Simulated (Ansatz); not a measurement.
# Ru(0001) with 2 thermally displaced layers, 2x2: scattering by thermal displacements

How much do lattice vibrations at 500 K scatter the electrons of Ru? Layers with random displacements are laid between perfect leads, and the resistance is followed against their length.

Program: Ansatz 0.2.0. Level of theory: Ansatz plane-wave DFT, PBE, PAW files; ballistic transport by layer matching (Landauer), zero bias; PAW set soft_1. Results are calculated unless marked as measured.

This is a report of a sequence of runs, with most program output left out.

## (1) Starting point

The cell holds 48 atoms: 48 Ru. Cell: a = 5.412 Å, b = 5.412 Å, c = 25.691 Å, α = 90.0°, β = 90.0°, γ = 120.0°. It derives from Ru. Regions: lead, 40 atoms (40 Ru); scattering region, 8 atoms (8 Ru). The structure is stacked along c, and the current runs across the ab planes.

## (2) With 2 displaced layers

Each atom of 2 layers is moved at random, by amounts drawn from a normal law 0.0456 Å wide in each direction from the Debye model (600 K) at 500 K. The layers about the cell's end stay perfect and serve as the lead. Disorder leaves little or no symmetry, which makes such runs dear. Energies from -0.05 to 0.05 eV in steps of 0.05 eV are too few for the program's thermal sum, so it prints no conductance; for a metal the transmission near the Fermi level serves, at a fraction of the cost.

Contents of input.yaml:

```yaml
crystal:
  lattice:
    - [5.4116, 0.0, 0.0]
    - [-2.7058, 4.6865830751, 0.0]
    - [0.0, 0.0, 25.6914]
  atoms:
    - { symbol: Ru, position: [0.1666666667, 0.3333333333, 0.0416666667] }
    - { symbol: Ru, position: [0.1666666667, 0.8333333333, 0.0416666667] }
    - { symbol: Ru, position: [0.6666666667, 0.3333333333, 0.0416666667] }
    - { symbol: Ru, position: [0.6666666667, 0.8333333333, 0.0416666667] }
    - { symbol: Ru, position: [0.3333333333, 0.1666666667, 0.125] }
    - { symbol: Ru, position: [0.3333333333, 0.6666666667, 0.125] }
    - { symbol: Ru, position: [0.8333333333, 0.1666666667, 0.125] }
    - { symbol: Ru, position: [0.8333333333, 0.6666666667, 0.125] }
[... 36 atom lines left out ...]
    - { symbol: Ru, position: [0.3333333333, 0.1666666667, 0.9583333333] }
    - { symbol: Ru, position: [0.3333333333, 0.6666666667, 0.9583333333] }
    - { symbol: Ru, position: [0.8333333333, 0.1666666667, 0.9583333333] }
    - { symbol: Ru, position: [0.8333333333, 0.6666666667, 0.9583333333] }
kpoints:
  mp_grid: { grid: [5, 5, 1] }
hamiltonian:
  xc: pbe
  pseudopotentials: { kind: paw, azcp: { folder: soft_1 } }
scf:
  occupations: { method: fermi_dirac, width: 0.1 }
output:
  transmission:
    leads: [[0, 8]]
    kmesh: [10, 10]
    e_range: [-0.05, 0.05]
    de: 0.05
  write_potential: true
  write_density: true
  volumetric_format: npy
```

Started as:

```bash
ansatz run input.yaml --threads 4 --pin off --max-ram 15360MiB --backend cpu --events-out ev --progress --plain --runs-dir out
```

The job ended after 12 min (4 threads of Arm Neoverse V1, shared host; peak memory 6.4 GiB).

Numbers from this step:

| Quantity | Value |
| --- | --- |
| free energy | -282179.1315 eV |
| energy at zero smearing | -282178.3688 eV |
| Fermi energy | 23.34 eV |
| cell area | 25.36 Å² |
| transmission per spin nearest the Fermi level | 4.780 |
| open channels per spin nearest the Fermi level | 4.98 |
| step of the lead's potential | 0.7 meV |

Per spin. Transmission, zone mean against energy, zero at the Fermi level:

| energy (eV) | transmission, zone mean |
| --- | --- |
| -0.0500 | 5.01 |
| 0.0000 | 4.78 |
| 0.0500 | 5.28 |

Per spin. Open channels, zone mean, lead against energy, zero at the Fermi level:

| energy (eV) | open channels, zone mean, lead |
| --- | --- |
| -0.0500 | 5.16 |
| 0.0000 | 4.98 |
| 0.0500 | 5.64 |

Transmission over k1 and k2. At 0.0000 eV from the Fermi level.

Values, 10 rows by 10 columns:
```
 2.9  3.3  4.7  4.4  4.6  3.0  3.0  2.9  2.0  2.7
 2.9  4.7  4.9  4.9  4.9  4.9  4.7  3.0  2.0  2.0
 2.9  4.4  4.9  6.8  8.8  6.7  4.9  4.6  3.0  2.8
 2.0  4.7  4.9  8.8 11.8 11.8  8.8  4.9  4.8  2.0
 5.7  3.6  4.9  6.8 11.8 11.8 11.8  6.8  4.9  3.6
 2.0  2.0  4.8  4.9  8.8 11.8 11.8  8.8  4.9  4.7
 2.9  2.8  3.0  4.6  4.9  6.7  8.8  6.8  4.9  4.4
 2.9  2.0  2.0  3.0  4.7  4.9  4.9  4.9  4.9  4.7
 2.9  2.7  2.0  2.9  3.0  3.0  4.6  4.4  4.7  3.3
 5.7  2.9  3.0  3.0  2.0  5.7  2.0  3.0  3.0  2.9
```
Columns: k1 (b1) from -0.5 to 0.4; rows upwards: k2 (b2) from -0.5 to 0.4.

Open channels over k1 and k2. At 0.0000 eV from the Fermi level.

Values, 10 rows by 10 columns:
```
 3.0  4.0  5.0  5.0  5.0  4.0  3.0  3.0  2.0  3.0
 3.0  5.0  5.0  5.0  5.0  5.0  5.0  3.0  2.0  2.0
 3.0  5.0  5.0  7.0  9.0  7.0  5.0  5.0  3.0  3.0
 2.0  5.0  5.0  9.0 12.0 12.0  9.0  5.0  5.0  2.0
 6.0  4.0  5.0  7.0 12.0 12.0 12.0  7.0  5.0  4.0
 2.0  2.0  5.0  5.0  9.0 12.0 12.0  9.0  5.0  5.0
 3.0  3.0  3.0  5.0  5.0  7.0  9.0  7.0  5.0  5.0
 3.0  2.0  2.0  3.0  5.0  5.0  5.0  5.0  5.0  5.0
 3.0  3.0  2.0  3.0  3.0  4.0  5.0  5.0  5.0  4.0
 6.0  3.0  3.0  3.0  2.0  6.0  2.0  3.0  3.0  3.0
```
Columns: k1 (b1) from -0.5 to 0.4; rows upwards: k2 (b2) from -0.5 to 0.4.

Over the solved energies the transmission per spin lies between 4.78 and 5.28, out of 5.26 channels of the lead on average (up to 5.64).

## (3) With 6 displaced layers

Each atom of 6 layers is moved at random, by amounts drawn from a normal law 0.0456 Å wide in each direction from the Debye model (600 K) at 500 K. A fresh draw is used; the growth of the resistance with length is what counts.

System of this step: Ru(0001) with 6 thermally displaced layers, 2x2. The cell holds 64 atoms: 64 Ru. Cell: a = 5.412 Å, b = 5.412 Å, c = 34.255 Å, α = 90.0°, β = 90.0°, γ = 120.0°. It derives from Ru. Regions: lead, 40 atoms (40 Ru); scattering region, 24 atoms (24 Ru). The structure is stacked along c, and the current runs across the ab planes.

Contents of input.yaml:

```yaml
crystal:
  lattice:
    - [5.4116, 0.0, 0.0]
    - [-2.7058, 4.6865830751, 0.0]
    - [0.0, 0.0, 34.2552]
  atoms:
    - { symbol: Ru, position: [0.1666666667, 0.3333333333, 0.03125] }
    - { symbol: Ru, position: [0.1666666667, 0.8333333333, 0.03125] }
    - { symbol: Ru, position: [0.6666666667, 0.3333333333, 0.03125] }
    - { symbol: Ru, position: [0.6666666667, 0.8333333333, 0.03125] }
    - { symbol: Ru, position: [0.3333333333, 0.1666666667, 0.09375] }
    - { symbol: Ru, position: [0.3333333333, 0.6666666667, 0.09375] }
    - { symbol: Ru, position: [0.8333333333, 0.1666666667, 0.09375] }
    - { symbol: Ru, position: [0.8333333333, 0.6666666667, 0.09375] }
[... 52 atom lines left out ...]
    - { symbol: Ru, position: [0.3333333333, 0.1666666667, 0.96875] }
    - { symbol: Ru, position: [0.3333333333, 0.6666666667, 0.96875] }
    - { symbol: Ru, position: [0.8333333333, 0.1666666667, 0.96875] }
    - { symbol: Ru, position: [0.8333333333, 0.6666666667, 0.96875] }
kpoints:
  mp_grid: { grid: [5, 5, 1] }
hamiltonian:
  xc: pbe
  pseudopotentials: { kind: paw, azcp: { folder: soft_1 } }
scf:
  occupations: { method: fermi_dirac, width: 0.1 }
output:
  transmission:
    leads: [[0, 8]]
    kmesh: [10, 10]
    e_range: [-0.05, 0.05]
    de: 0.05
  write_potential: true
  write_density: true
  volumetric_format: npy
```

Elapsed: 20 min, on 4 threads; peak memory 10 GiB; 75 min of CPU time.

Numbers from this step:

```
free energy                                    : -376238.3527 eV
energy at zero smearing                        : -376237.3189 eV
Fermi energy                                   : 23.37 eV
transmission per spin nearest the Fermi level  : 4.473
open channels per spin nearest the Fermi level : 5.28
step of the lead's potential                   : 6 meV
```

Per spin. The transmission, zone mean by energy, zero at the Fermi level:

| energy (eV) | transmission, zone mean |
| --- | --- |
| -0.0500 | 4.53 |
| 0.0000 | 4.47 |
| 0.0500 | 4.73 |

Over the solved energies the transmission per spin lies between 4.47 and 4.73, out of 5.49 channels of the lead on average (up to 6.04).

## (4) With 10 displaced layers

Each atom of 10 layers is moved at random, by amounts drawn from a normal law 0.0456 Å wide in each direction from the Debye model (600 K) at 500 K. A fresh draw is used; the growth of the resistance with length is what counts.

System of this step: Ru(0001) with 10 thermally displaced layers, 2x2. The cell holds 80 atoms: 80 Ru. Its edges and angles: a = 5.412 Å, b = 5.412 Å, c = 42.819 Å, α = 90.0°, β = 90.0°, γ = 120.0°. It derives from Ru. Regions: lead, 40 atoms (40 Ru); scattering region, 40 atoms (40 Ru). The structure is stacked along c, and the current runs across the ab planes.

Contents of input.yaml:

```yaml
crystal:
  lattice:
    - [5.4116, 0.0, 0.0]
    - [-2.7058, 4.6865830751, 0.0]
    - [0.0, 0.0, 42.819]
  atoms:
    - { symbol: Ru, position: [0.1666666667, 0.3333333333, 0.025] }
    - { symbol: Ru, position: [0.1666666667, 0.8333333333, 0.025] }
    - { symbol: Ru, position: [0.6666666667, 0.3333333333, 0.025] }
    - { symbol: Ru, position: [0.6666666667, 0.8333333333, 0.025] }
    - { symbol: Ru, position: [0.3333333333, 0.1666666667, 0.075] }
    - { symbol: Ru, position: [0.3333333333, 0.6666666667, 0.075] }
    - { symbol: Ru, position: [0.8333333333, 0.1666666667, 0.075] }
    - { symbol: Ru, position: [0.8333333333, 0.6666666667, 0.075] }
[... 68 atom lines left out ...]
    - { symbol: Ru, position: [0.3333333333, 0.1666666667, 0.975] }
    - { symbol: Ru, position: [0.3333333333, 0.6666666667, 0.975] }
    - { symbol: Ru, position: [0.8333333333, 0.1666666667, 0.975] }
    - { symbol: Ru, position: [0.8333333333, 0.6666666667, 0.975] }
kpoints:
  mp_grid: { grid: [5, 5, 1] }
hamiltonian:
  xc: pbe
  pseudopotentials: { kind: paw, azcp: { folder: soft_1 } }
scf:
  occupations: { method: fermi_dirac, width: 0.1 }
output:
  transmission:
    leads: [[0, 8]]
    kmesh: [10, 10]
    e_range: [-0.05, 0.05]
    de: 0.05
  write_potential: true
  write_density: true
  volumetric_format: npy
```

It took 33 min on 4 threads; peak memory 8.3 GiB; 2.1 h of CPU time.

This step gave:

- free energy: -470297.6040 eV
- energy at zero smearing: -470296.3337 eV
- Fermi energy: 23.36 eV
- transmission per spin nearest the Fermi level: 4.056
- step of the lead's potential: 4.2 meV

Per spin. Transmission, zone mean against energy, zero at the Fermi level:

```csv
energy (eV),"transmission, zone mean"
-0.0500,4.11
0.0000,4.06
0.0500,4.23
```

Over the solved energies the transmission per spin lies between 4.06 and 4.23, out of 5.44 channels of the lead on average (up to 5.88).

## (5) Resistance against length

This step: Ansatz plane-wave DFT, PBE, PAW files; ballistic transport by layer matching (Landauer), zero bias; resistivity from the slope of the area resistance; PAW set soft_1 (Ansatz 0.2.0).

Numbers from this step:

* resistivity: 9.438 µΩ cm
* intercept: -0.008309 fΩ m²
* scatter about the fit: 0.004124 fΩ m²

Resistance, by row:

```csv
run,length (Å),T,channels N,RA (fΩ m²)
n2,4.282,5.024,5.26,0.02919
n6,12.85,4.58,5.493,0.1188
n10,21.41,4.13,5.44,0.1908
```

The area resistance by length of the displaced region:

```csv
length of the displaced region (Å),area resistance (fΩ m²)
4.28,0.0292
12.85,0.119
21.41,0.191
```

The area resistance goes from 0.029 to 0.19 fΩ m² between 4.3 and 21.4 Å, a slope of 9.4 µΩ cm.

By hand from the end points: (0.1908 − 0.02919) fΩ m² / (21.41 − 4.28) Å = 9.4 µΩ cm, since 1 fΩ m² per Å is 1000 µΩ cm.

## (6) What came out

- resistivity from the slope: 9.44 µΩ cm
- area resistance over 4.28 Å: 0.0292 fΩ m²
- area resistance over 12.8 Å: 0.119 fΩ m²
- area resistance over 21.4 Å: 0.191 fΩ m²

What this shows: The slope gives 9.4 µΩ cm. The points scatter by 0.0041 fΩ m² about the line, with one random draw a length in a 2x2 cell, so the slope is a rough value. The mean square of the displacements drawn is 0.69, 0.93 and 0.79 of the nominal one at the three lengths; with each resistance scaled back by that, the slope is 12 µΩ cm, the value used below. The lead's own channel count moves between the runs (5.26, 5.49 and 5.44), which shifts RA and the slope too. Read with a model of isotropic scattering on a spherical Fermi surface and the lead's 1.6×10¹⁵ S/m², this slope means a mean free path near 44 Å; over these lengths the model's slope is 1.09 times its bulk resistivity, which would be 11 µΩ cm. Uncorrelated displacements put too much weight on short waves, which scatter strongly; with the sideways repeat of a small cell, one draw and three short lengths, the method is good to a factor of two or three.

[Logs are printed without paths, hosts, clocks, repeated set-up lines and the standing remarks that a program may print on its own settings, such as how far it seeks lower states.]

[Hosts, paths, dates, database ids (printed as entryN), source tags and the programs' standing remarks are cut or masked in the printed files.]
